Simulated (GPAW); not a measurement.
# How Fe absorbs and reflects light

Aim: the dielectric function of Fe, and the optical constants that follow from it. The cell comes from an older database entry, whose edges can differ from later determinations, mostly by under a per cent.

Method: DFT, PBE, plane-wave PAW (GPAW data sets), scalar-relativistic, RPA, optical limit, in GPAW 26.7.0.

The database entry behind the starting cell differs from later determinations by our own check (an axis about 0.7 % long against later determinations), so it need not match the best structure at ambient conditions.

### Step 1. Set-up

It takes space group Im-3m (No. 229, cubic). Conventional cell: a = 2.886 Å, b = 2.886 Å, c = 2.886 Å, α = 90.00°, β = 90.00°, γ = 90.00°. Fe has 8 Fe at 2.50 Å nearest.

### Step 2. Ground state

The self-consistent density comes first; it also tells whether there is a gap, which decides the occupations and the need for a Drude term.

This step: DFT, PBE, plane-wave PAW (GPAW data sets), scalar-relativistic, ground state (GPAW 26.7.0).

gs.py

```python
from ase import Atoms
from ase.dft.bandgap import bandgap
from gpaw import GPAW, PW, FermiDirac

atoms = Atoms(['Fe'],
              cell=[[-1.443000000000, 1.443000000000, 1.443000000000],
                    [1.443000000000, -1.443000000000, 1.443000000000],
                    [1.443000000000, 1.443000000000, -1.443000000000]],
              scaled_positions=[[0.000000000000, 0.000000000000, 0.000000000000]],
              pbc=[True, True, True])
atoms.set_initial_magnetic_moments([3.0])
atoms.calc = GPAW(mode=PW(500), xc='PBE', kpts={'size': (11, 11, 11), 'gamma': True},
                  occupations=FermiDirac(0.05), maxiter=150, txt='gs.txt')
print('energy (eV)', atoms.get_potential_energy())
print('Fermi level (eV)', atoms.calc.get_fermi_level())
print('valence electrons', atoms.calc.get_number_of_electrons())
print('gap (eV)', bandgap(atoms.calc, output=None)[0])
print('direct gap (eV)', bandgap(atoms.calc, direct=True, output=None)[0])
print('moments', atoms.get_magnetic_moments().round(3).tolist())
atoms.calc.write('gs.gpw')
```

Command:

```sh
$ OMP_NUM_THREADS=1 python gs.py
```

Numbers of over 12 decimals in the logs are rounded to 6 here.

What it wrote:

```text
__  _  _
 | _ |_)|_||  |
 |__||  | ||/\| - 26.7.0

Versions:
  Python: 3.12.14
  ASE:    3.29.0
  Numpy:  2.5.5
  Scipy:  1.18.1
  Libxc:  7.0.0

Input parameters:
  mode=PW(ecut=500.0),
  kpts=MonkhorstPack(size=(11, 11, 11), gamma=True),
  maxiter=150,
  occupations=Occupations(name='fermi-dirac', width=0.05, fixmagmom=False),
  xc=XC(name='PBE')

Diagonalizing LCAO Hamiltonian
Converting LCAO to pw mode

       Fe

Atoms  # Å, Bohr magnetons
|   | symbol |        x |        y |        z |    initial magnetic moments |
| 0 |     Fe | 0.000000 | 0.000000 | 0.000000 | ( 0.0000,  0.0000,  3.0000) |

Unit cell  # Å
| periodic |         x |         y |         z |  lengths |     angles |
|      yes | -1.443000 |  1.443000 |  1.443000 | 2.499349 | 109.471221 |
|      yes |  1.443000 | -1.443000 |  1.443000 | 2.499349 | 109.471221 |
|      yes |  1.443000 |  1.443000 | -1.443000 | 2.499349 | 109.471221 |

Number of symmetries: 48
Symmetry operations  # r_c * U_cc + t_c -> r_c
|    | kind |            matrix            |
|  0 |  σ   |  1, 1, 1,  0, 0,-1,  0,-1, 0 |
|  1 |  C4  |  1, 1, 1,  0, 0,-1, -1, 0, 0 |
|  2 |  C2  |  1, 1, 1,  0,-1, 0,  0, 0,-1 |
|  3 |  S6  |  1, 1, 1,  0,-1, 0, -1, 0, 0 |
|  4 |  S6  |  1, 1, 1, -1, 0, 0,  0, 0,-1 |
|  5 |  C4  |  1, 1, 1, -1, 0, 0,  0,-1, 0 |
|  6 |  E   |  1, 0, 0,  0, 1, 0,  0, 0, 1 |
|  7 |  σ   |  1, 0, 0,  0, 1, 0, -1,-1,-1 |
|  8 |  σ   |  1, 0, 0,  0, 0, 1,  0, 1, 0 |
|  9 |  C3  |  1, 0, 0,  0, 0, 1, -1,-1,-1 |
| 10 |  C3  |  1, 0, 0, -1,-1,-1,  0, 1, 0 |
| 11 |  σ   |  1, 0, 0, -1,-1,-1,  0, 0, 1 |
| 12 |  σ   |  0, 1, 0,  1, 0, 0,  0, 0, 1 |
| 13 |  C2  |  0, 1, 0,  1, 0, 0, -1,-1,-1 |
| 14 |  C3  |  0, 1, 0,  0, 0, 1,  1, 0, 0 |
| 15 |  S4  |  0, 1, 0,  0, 0, 1, -1,-1,-1 |
| 16 |  S4  |  0, 1, 0, -1,-1,-1,  1, 0, 0 |
| 17 |  C3  |  0, 1, 0, -1,-1,-1,  0, 0, 1 |
| 18 |  C3  |  0, 0, 1,  1, 0, 0,  0, 1, 0 |
| 19 |  S4  |  0, 0, 1,  1, 0, 0, -1,-1,-1 |
| 20 |  σ   |  0, 0, 1,  0, 1, 0,  1, 0, 0 |
| 21 |  C3  |  0, 0, 1,  0, 1, 0, -1,-1,-1 |
| 22 |  C2  |  0, 0, 1, -1,-1,-1,  1, 0, 0 |
| 23 |  S4  |  0, 0, 1, -1,-1,-1,  0, 1, 0 |
| 24 |  C4  |  0, 0,-1,  1, 1, 1,  0,-1, 0 |
| 25 |  σ   |  0, 0,-1,  1, 1, 1, -1, 0, 0 |
| 26 |  S6  |  0, 0,-1,  0,-1, 0,  1, 1, 1 |
| 27 |  C2  |  0, 0,-1,  0,-1, 0, -1, 0, 0 |
| 28 |  C4  |  0, 0,-1, -1, 0, 0,  1, 1, 1 |
| 29 |  S6  |  0, 0,-1, -1, 0, 0,  0,-1, 0 |
| 30 |  S6  |  0,-1, 0,  1, 1, 1,  0, 0,-1 |
| 31 |  C4  |  0,-1, 0,  1, 1, 1, -1, 0, 0 |
| 32 |  C4  |  0,-1, 0,  0, 0,-1,  1, 1, 1 |
| 33 |  S6  |  0,-1, 0,  0, 0,-1, -1, 0, 0 |
| 34 |  σ   |  0,-1, 0, -1, 0, 0,  1, 1, 1 |
| 35 |  C2  |  0,-1, 0, -1, 0, 0,  0, 0,-1 |
| 36 |  C2  | -1, 0, 0,  1, 1, 1,  0, 0,-1 |
| 37 |  S6  | -1, 0, 0,  1, 1, 1,  0,-1, 0 |
| 38 |  S6  | -1, 0, 0,  0, 0,-1,  1, 1, 1 |
| 39 |  C2  | -1, 0, 0,  0, 0,-1,  0,-1, 0 |
| 40 |  C2  | -1, 0, 0,  0,-1, 0,  1, 1, 1 |
| 41 |  i   | -1, 0, 0,  0,-1, 0,  0, 0,-1 |
| 42 |  S4  | -1,-1,-1,  1, 0, 0,  0, 1, 0 |
| 43 |  C3  | -1,-1,-1,  1, 0, 0,  0, 0, 1 |
| 44 |  C3  | -1,-1,-1,  0, 1, 0,  1, 0, 0 |
| 45 |  σ   | -1,-1,-1,  0, 1, 0,  0, 0, 1 |
| 46 |  S4  | -1,-1,-1,  0, 0, 1,  1, 0, 0 |
| 47 |  C2  | -1,-1,-1,  0, 0, 1,  0, 1, 0 |

BZ-sampling:
  Number of BZ points: 1331
  Number of IBZ points: 56

  Monkhorst-Pack size: [11, 11, 11]
  Monkhorst-Pack shift: [0, 0, 0]

K-points  # in reciprocal-cell coordinates
|     |                                coordinates |     weight |
|   0 | (  0.00000000,   0.00000000,   0.00000000) | 0.00075131 |
|   1 | (  0.09090909,   0.00000000,   0.00000000) | 0.00901578 |
|   2 | (  0.09090909,   0.09090909,  -0.09090909) | 0.00450789 |
|   3 | (  0.18181818,   0.00000000,  -0.09090909) | 0.01803156 |
|   4 | (  0.18181818,   0.00000000,   0.00000000) | 0.00901578 |
|   5 | (  0.18181818,   0.09090909,  -0.09090909) | 0.01803156 |
|   6 | (  0.18181818,   0.18181818,  -0.18181818) | 0.00450789 |
|   7 | (  0.27272727,  -0.09090909,  -0.09090909) | 0.00601052 |
|   8 | (  0.27272727,   0.00000000,  -0.09090909) | 0.03606311 |
|   9 | (  0.27272727,   0.00000000,   0.00000000) | 0.00901578 |
| ... |                                            |            |
|  55 | (  0.45454545,   0.45454545,   0.45454545) | 0.00601052 |

Plane wave coefficients: 321
Cutoff: 500.0 eV

Spin-components: 2 (collinear spins)
Bands:           9
Projectors:      6
Spin-degeneracy: 1
Datatype:        complex128

Parallelization:
  kpt:    1
  domain: 1
  band:   1

Density:
  Valence electrons: 8.0
  Components: 2
  Grid points: [14 14 14]
  Charge: 0.0  # |e|

Potential:
  Grid points: [14 14 14]

species:
  Fe:
    name:    Iron
    id:
    Z:       26.0
    valence: 8
    core:    18
    charge:  0.0  # [|e|]
    compensation charges:
      type: gauss
      rc: 0.33  # [Å]
      lmax: 2
    cutoffs:
      filter: 2.06  # [Å]
      core: 2.67  # [Å]
    projectors
    | kind |    occ | energy [eV] | rcut [Å] |
    |   4s |  2.000 |      -5.291 |    1.164 |
    |   4p |  0.000 |      -1.326 |    1.058 |
    |   3d |  6.000 |      -7.505 |    1.058 |
    |    s |        |      21.920 |    1.164 |
    |    p |        |      25.885 |    1.058 |
    |    d |        |      19.706 |    1.058 |

    Using partial waves for Fe as LCAO basis

Reference energy: -34619.454600  # eV

eigensolver:
  PPCG
  Converge bands: occupied
  niter=2

density mixing:
  MSR1-Mixer
  Pratt-step length: 0.05
  Maximum mixing coefficient: 0.75
  Old densities: 10
  SVD Regularization: 0.005
  Good broyden scale: 1.0
  Trust region scale: 1.0
  Backstep threshold: 4.0
  History deletion threshold: 6.0
  Fourier metric: weight=20.0, sigma=0.015

occupation numbers:
  Fermi-Dirac:
    width: 0.0500  # eV

poisson solver:
  ecut: 4000.0  # eV

xc functional:
  name: PBE with 2 nearest neighbor stencil

convergence criteria:
- Maximum [total energy] change in last 3 cyles: 0.0005 eV / valence electron
- Maximum integral of absolute [dens]ity change: 0.0001 electrons / valence electron
- Maximum integral of absolute [eigenst]ate change: 4e-08 eV^2 / valence electron
maximum number of iterations: 150

SCF iterations
|iter     |      energy | eigst |  dens |  magmom |
|iter:   1||   -8.883313 | +0.32 |       |  +3.0053|
|iter:   2||   -8.885052 | -2.00 | -1.01 |  +2.9813|
|iter:   3||   -8.937573 | -2.27 | -1.05 |  +2.7801|
|iter:   4||   -8.971814 | -3.05 | -1.33 |  +2.6486|
|iter:   5||   -8.998750 | -2.79 | -1.48 |  +2.4292|
|iter:   6||   -9.003370 | -4.18 | -1.87 |  +2.3200|
|iter:   7||   -9.004642 | -3.81 | -2.08 |  +2.2428|
|iter:   8||   -9.004700c| -5.32 | -2.68 |  +2.2572|
|iter:   9||   -9.004729c| -5.44 | -3.15 |  +2.2564|
|iter:  10||   -9.004721c| -6.67 | -3.45 |  +2.2596|
|iter:  11||   -9.004721c| -8.19c| -4.39c|  +2.2596|

Converged in 11 steps
SCF loop duration: 6.761 s (0.615 s/step)
Energy contributions relative to reference atoms: (reference = -34619.454600)

Energy contributions:
  Kinetic:           5.578018
  Coulomb:          -4.773982
  Zero:              0.086447
  External:          0.000000
  Xc:               -9.891022
  Entropy:          -0.008366
  Spinorbit:         0.000000
  ----------------------------
  Free energy:      -9.008904
  Extrapolated:     -9.004721

dipole moment: (-3.533271, -3.533271, -3.533271)  # |e|*Ang

Total magnetic moment: (0.000000, 0.000000, 2.259595)

Local magnetic moments
|        x |        y |        z |
| 0.000000 | 0.000000 | 2.301341 |  # Fe   0

Fermi level: 9.286
Eigenvalues  # (at kpt = [0.000, 0.000, 0.000])
| band index |      eig [eV] | occ [0-1] |      eig [eV] | occ [0-1] |
|          0 |         1.118 |     1.000 |         1.258 |     1.000 |
|          1 |         7.134 |     1.000 |         9.123 |     0.963 |
|          2 |         7.134 |     1.000 |         9.123 |     0.963 |
|          3 |         7.134 |     1.000 |         9.123 |     0.963 |
|          4 |         8.240 |     1.000 |        11.065 |     0.000 |
|          5 |         8.240 |     1.000 |        11.065 |     0.000 |
|          6 |        35.057 |     0.000 |        38.528 |     0.000 |
|          7 |        38.344 |     0.000 |        38.528 |     0.000 |
|          8 |        38.344 |     0.000 |        40.925 |     0.000 |

No gap
No difference between direct/indirect transitions

--- standard output ---
energy (eV) -9.004721
Fermi level (eV) 9.285906
valence electrons 8.0
gap (eV) 0.0
direct gap (eV) 0.0
moments [2.301]
```

Elapsed: 8.7 s, on 1 thread of Arm Neoverse V2, shared host; peak memory 0.13 GiB.

Numbers from this step:

| Quantity | Value |
| --- | --- |
| energy | -9.005 eV |
| Fermi energy | 9.286 eV |
| electrons | 8 |
| site moments | 2.301 μB |

There are states at the Fermi level within the smearing, so the occupations stay smeared and the carriers get a Drude term.

### Step 3. Bands for the response

At the fixed density, many empty bands are solved on the mesh of the response, since the spectrum sums over them.

This step: DFT, PBE, plane-wave PAW (GPAW data sets), scalar-relativistic, bands at fixed density (GPAW 26.7.0).

nscf.py

```python
from ase.dft.bandgap import bandgap
from gpaw import GPAW, FermiDirac

calc = GPAW('gs.gpw').fixed_density(kpts={'size': (24, 24, 24), 'gamma': True}, nbands=20, convergence={'bands': 14},
                                    occupations=FermiDirac(0.05), txt='nscf.txt')
print('gap (eV)', bandgap(calc, output=None)[0])
print('direct gap (eV)', bandgap(calc, direct=True, output=None)[0])
print('top band over the Fermi level (eV)', min(calc.get_eigenvalues(kpt=k)[13] for k in range(len(calc.get_ibz_k_points()))) - calc.get_fermi_level())
calc.write('full.gpw', mode='all')
```

Command:

```sh
$ OMP_NUM_THREADS=1 python nscf.py
```

What it wrote:

```text
Diagonalizing LCAO Hamiltonian
Converting LCAO to pw mode
convergence criteria:
- Maximum integral of absolute [eigenst]ate change: 4e-08 eV^2 / valence electron
maximum number of iterations: 150

SCF iterations
|iter     |      energy | eigst |  dens |  magmom |
|iter:   1||             | +2.67 |       |  +2.2596|
|iter:   2||             | +1.97 |       |  +2.2596|
|iter:   3||             | -0.15 |       |  +2.2596|
|iter:   4||             | -2.25 |       |  +2.2596|
|iter:   5||             | -3.34 |       |  +2.2596|
|iter:   6||             | -5.32 |       |  +2.2596|
|iter:   7||             | -6.19 |       |  +2.2596|
|iter:   8||             | -6.93 |       |  +2.2596|
|iter:   9||             | -7.38 |       |  +2.2596|
|iter:  10||             | -7.81c|       |  +2.2596|
SCF steps: 10
  __  _  _
 | _ |_)|_||  |
 |__||  | ||/\| - 26.7.0

Versions:
  Python: 3.12.14
  ASE:    3.29.0
  Numpy:  2.5.5
  Scipy:  1.18.1
  Libxc:  7.0.0

Input parameters:
  mode=PW(ecut=500.0),
  convergence={'bands': 14},
  gpts=array([14, 14, 14]),
  kpts=MonkhorstPack(size=(24, 24, 24), gamma=True),
  maxiter=150,
  nbands=20,
  occupations=Occupations(name='fermi-dirac', width=0.05, fixmagmom=False),
  parallel={},
  xc=XC(name='PBE')

--- standard output ---
gap (eV) 0.0
direct gap (eV) 0.0
top band over the Fermi level (eV) 25.970639
```

It took 76 s on 1 thread; peak memory 0.25 GiB.

### Step 4. Dielectric function, RPA

Transitions between filled and empty bands, summed over the zone, give the optical response, so mesh, band count and broadening shape it.

The induced potential is part of this response.

This step: DFT, PBE, plane-wave PAW (GPAW data sets), scalar-relativistic, RPA, optical limit (GPAW 26.7.0).

df.py

```python
from gpaw.response.df import DielectricFunction

df = DielectricFunction('full.gpw', frequencies={'type': 'nonlinear', 'domega0': 0.03, 'omega2': 8},
                        ecut=50,
                        eta=0.15,
                        nbands=14,
                        rate=0.1,
                        txt='df.txt')
for direction in ['x']:
    df.get_dielectric_function(xc='RPA', direction=direction, filename=f'df_{direction}.csv')
```

Command:

```sh
$ OMP_NUM_THREADS=1 python df.py
```

What it wrote:

```text
Using integrator: PointIntegrator
NonLinearFrequencyDescriptor(from 0.000 to 46.201 eV, 455 points)
Nonperiodic BCs:  [False False False]
Using integrator: PointIntegrator
NonLinearFrequencyDescriptor(from 0.000 to 46.201 eV, 455 points)
Nonperiodic BCs:  [False False False]
Using integrator: PointIntegrator

Calculating chi0 body with:
    Ground state adapter containing:
    Number of spins: 2
    Number of kpoints: 13824
    Number of irreducible kpoints: 413
    Number of completely occupied states: 1
    Number of partially occupied states: 6

    Linear response parametrization:
    q_c: [0.0, 0.0, 0.0]
    Number of frequency points: 455
    Planewave cutoff: 50.0
    Number of bands: 14
    Number of planewaves: 13
    Broadening (eta): 0.15

Integrating chi0 body.

Symmetries of q_c:
    Direct symmetries (Uq -> q): 48
    Indirect symmetries (TUq -> q): 0
In total 48 allowed symmetries.

413 groups of equivalent kpoints. 97.012442% reduction.

Integral kind: spectral function

Calculating chi0 optical extensions with:
    Ground state adapter containing:
    Number of spins: 2
    Number of kpoints: 13824
    Number of irreducible kpoints: 413
    Number of completely occupied states: 1
    Number of partially occupied states: 6

    Linear response parametrization:
    Number of frequency points: 455
    Planewave cutoff: 50.0
    Number of bands: 14
    Number of planewaves: 13
    Broadening (eta): 0.15
Integrating chi0 head and wings.

Symmetries of q_c:
    Direct symmetries (Uq -> q): 48
    Indirect symmetries (TUq -> q): 0
In total 48 allowed symmetries.

413 groups of equivalent kpoints. 97.012442% reduction.

Integral kind: spectral function wings

Calculating drude chi0 with:
    Number of frequency points:455
    Plasma frequency decay rate: 0.1 eV

    Ground state adapter containing:
    Number of spins: 2
    Number of kpoints: 13824
    Number of irreducible kpoints: 413
    Number of completely occupied states: 1
    Number of partially occupied states: 6

Symmetries of q_c:
    Direct symmetries (Uq -> q): 48
    Indirect symmetries (TUq -> q): 0
In total 48 allowed symmetries.

413 groups of equivalent kpoints. 97.012442% reduction.

Integral kind: intraband
Plasma frequency:
[[6.07+0.j 0.  -0.j 0.  +0.j]
 [0.  -0.j 6.07+0.j 0.  +0.j]
 [0.  +0.j 0.  +0.j 6.07+0.j]]
```

It took 18 s on 1 thread; peak memory 0.21 GiB.

Read-outs, printed or worked out from the files:

| Property | Result |
| --- | --- |
| main peak of the optical conductivity above 1 eV, first axis | 2.842 eV |

Some rows of df_x.csv (energy; Re and Im without local fields; Re and Im with them):

```text
0.000000, 3764.018400, 0.000000, 3763.869101, 0.000000
0.460735, -118.425123, 95.342602, -118.557461, 95.339511
0.943989, -24.478264, 34.127213, -24.623424, 34.150287
1.451455, -7.806897, 21.809230, -8.007004, 21.833912
1.984998, -1.598397, 18.389690, -1.883987, 18.344895
2.546682, -0.636731, 19.129787, -0.811289, 18.894249
3.138794, -6.628183, 16.181319, -6.612692, 16.033674
3.763875, -7.894566, 8.133269, -7.922503, 8.083237
4.424758, -3.415046, 4.905652, -3.470686, 4.865741
5.124608, -2.650908, 4.219519, -2.712899, 4.188907
5.866977, -0.700006, 3.299884, -0.790456, 3.265460
6.655862, -2.042566, 4.580342, -2.100459, 4.537377
7.495775, -1.316996, 2.271965, -1.386871, 2.234898
8.391833, 0.264126, 1.944309, 0.163254, 1.903706
9.349861, 0.347632, 2.629032, 0.274967, 2.543554
10.376517, -0.119100, 2.300323, -0.155970, 2.236115
11.479449, 0.120234, 2.088580, 0.072515, 2.031987
12.667487, -0.012165, 1.759187, -0.047673, 1.709966
13.950874, 0.078564, 1.335848, 0.043604, 1.300430
```

Table of Im ε, E ∥ x by photon energy; read off at these points:

```tsv
photon energy (eV)	Im ε, E ∥ x
0.50	81.9
1.00	31.5
1.50	20.7
2.00	18.3
2.50	18.7
2.74	19.2
3.00	17.4
3.50	12.2
4.00	6.39
4.50	5.03
5.00	4.67
5.50	3.66
6.00	3.56
6.39	5.09
6.50	5.00
7.00	3.10
7.50	2.23
8.00	1.84
8.50	2.03
9.00	2.45
9.50	2.58
10.00	2.49
10.50	2.15
11.00	1.93
11.50	2.03
12.00	1.89
12.50	1.72
13.00	1.62
13.50	1.41
14.00	1.29
14.50	1.20
```

Table of Re ε, E ∥ x by photon energy:

```tsv
photon energy (eV)	Re ε, E ∥ x
0.5	-99.9
1.0	-21.8
1.5	-7.25
2.0	-1.80
2.5	-0.596
3.0	-5.69
3.5	-8.46
4.0	-6.36
4.5	-3.14
5.0	-2.87
5.5	-2.03
6.0	-0.276
6.5	-1.46
7.0	-2.14
7.5	-1.38
8.0	-0.410
8.5	0.271
9.0	0.421
9.5	0.238
10.0	-0.257
10.5	-0.177
11.0	-0.0539
11.5	0.0601
12.0	0.0117
12.5	-0.0241
13.0	-0.0693
13.5	-0.0121
14.0	0.0512
14.5	0.103
```

The refractive index n and extinction k by photon energy:

```tsv
photon energy (eV)	n	k
0.5	3.82	10.7
1.0	2.87	5.48
1.5	2.71	3.82
2.0	2.88	3.17
2.5	3.01	3.10
3.0	2.51	3.46
3.5	1.78	3.41
4.0	1.15	2.77
4.5	1.18	2.13
5.0	1.14	2.04
5.5	1.04	1.76
6.0	1.28	1.39
6.5	1.37	1.83
7.0	0.901	1.72
7.5	0.787	1.41
8.0	0.860	1.07
8.5	1.08	0.942
9.0	1.21	1.02
9.5	1.19	1.08
10.0	1.06	1.17
10.5	0.996	1.08
11.0	0.969	0.997
11.5	1.02	0.992
12.0	0.976	0.970
12.5	0.922	0.935
13.0	0.882	0.920
13.5	0.835	0.842
14.0	0.818	0.786
14.5	0.808	0.742
```

The loss function −Im 1/ε at q → 0, E ∥ x by energy loss; read off at these points:

energy loss (eV), loss function −Im 1/ε at q → 0, E ∥ x and a bar:
```
     0.50      0.005 
     1.00      0.021 #
     1.50      0.043 #
     2.00      0.054 ##
     2.50      0.054 ##
     3.00      0.052 ##
     3.50      0.055 ##
     4.00      0.079 ###
     4.50      0.143 #####
     5.00      0.155 #####
     5.50      0.209 #######
     5.92      0.290 ##########
     6.00      0.279 ##########
     6.50      0.184 #######
     7.00      0.219 ########
     7.50      0.324 ############
     8.00      0.517 ###################
     8.27      0.545 ####################
     8.50      0.484 #################
     9.00      0.396 ##############
     9.50      0.385 ##############
    10.00      0.397 ##############
    10.50      0.461 #################
    11.00      0.517 ###################
    11.50      0.493 ##################
    12.00      0.528 ###################
    12.50      0.580 #####################
    13.00      0.615 ######################
    13.50      0.711 ##########################
    14.00      0.776 ############################
    14.50      0.827 ##############################
```

Values under 1 per cm are given as 1. Table of absorption coefficient, E ∥ x by photon energy:

```tsv
photon energy (eV)	absorption coefficient, E ∥ x (1/cm)
0.492	5.4e5
1.010	5.6e5
1.486	5.8e5
1.985	6.4e5
2.508	7.9e5
3.018	1.1e6
3.510	1.2e6
3.980	1.1e6
4.516	9.7e5
4.981	1.0e6
5.515	9.8e5
6.021	8.5e5
6.494	1.2e6
6.985	1.2e6
7.496	1.1e6
8.026	8.6e5
8.516	8.1e5
9.023	9.4e5
9.483	1.0e6
10.026	1.2e6
10.519	1.1e6
11.029	1.1e6
11.479	1.2e6
12.023	1.2e6
12.504	1.2e6
13.000	1.2e6
13.512	1.2e6
14.040	1.1e6
14.493	1.1e6
```

From ε follow the optical constants at some laser and lamp lines:

```tsv
wavelength (nm)	n	k	R (%)	1/α
1064	2.76	4.690	69.4	18 nm
800	2.69	3.667	60.2	17 nm
633	2.88	3.213	54.6	16 nm
450	2.88	3.335	56.0	11 nm
308	1.13	2.743	62.5	8.9 nm
248	1.14	2.044	47.9	9.7 nm
193	1.43	1.776	36.9	8.6 nm
```

In reflection the computed colour is light grey: x = 0.311, y = 0.321, luminous reflectivity 53 %.

### Step 5. Outcome

```json
{
  "main peak of the optical conductivity above 1 eV, first axis": "2.84 eV"
}
```

At this level (PBE, RPA) Fe is a metal; it reflects 52 % at 550 nm. In reflection the computed colour is light grey: x = 0.311, y = 0.321, luminous reflectivity 53 %. The carriers' damping of 0.1 eV is typed, not computed; it shapes the response at the lowest energies. The magnetic state comes from one start and need not be the lowest. The sum runs over mesh points, so small or evenly spaced maxima can still be ripples of the mesh. In this version of GPAW the matrix elements of the optical limit are incomplete, which can lower ε − 1 by up to a tenth where first-row anions or d states rule, and shift it by more in d metals. GPAW's carrier term has the form −ωp²/(ω + i·rate)², which damps like twice the rate and fails at low energy, so the curves leave the lowest energies out.

[Machine, clock and banner lines and Python warnings are left out of the logs.]

[Logs are printed without paths, hosts, clocks, repeated set-up lines and the standing remarks that a program may print on its own settings, such as how far it seeks lower states.]

[Hosts, paths, dates, database ids (printed as entryN), source tags and the programs' standing remarks are cut or masked in the printed files.]
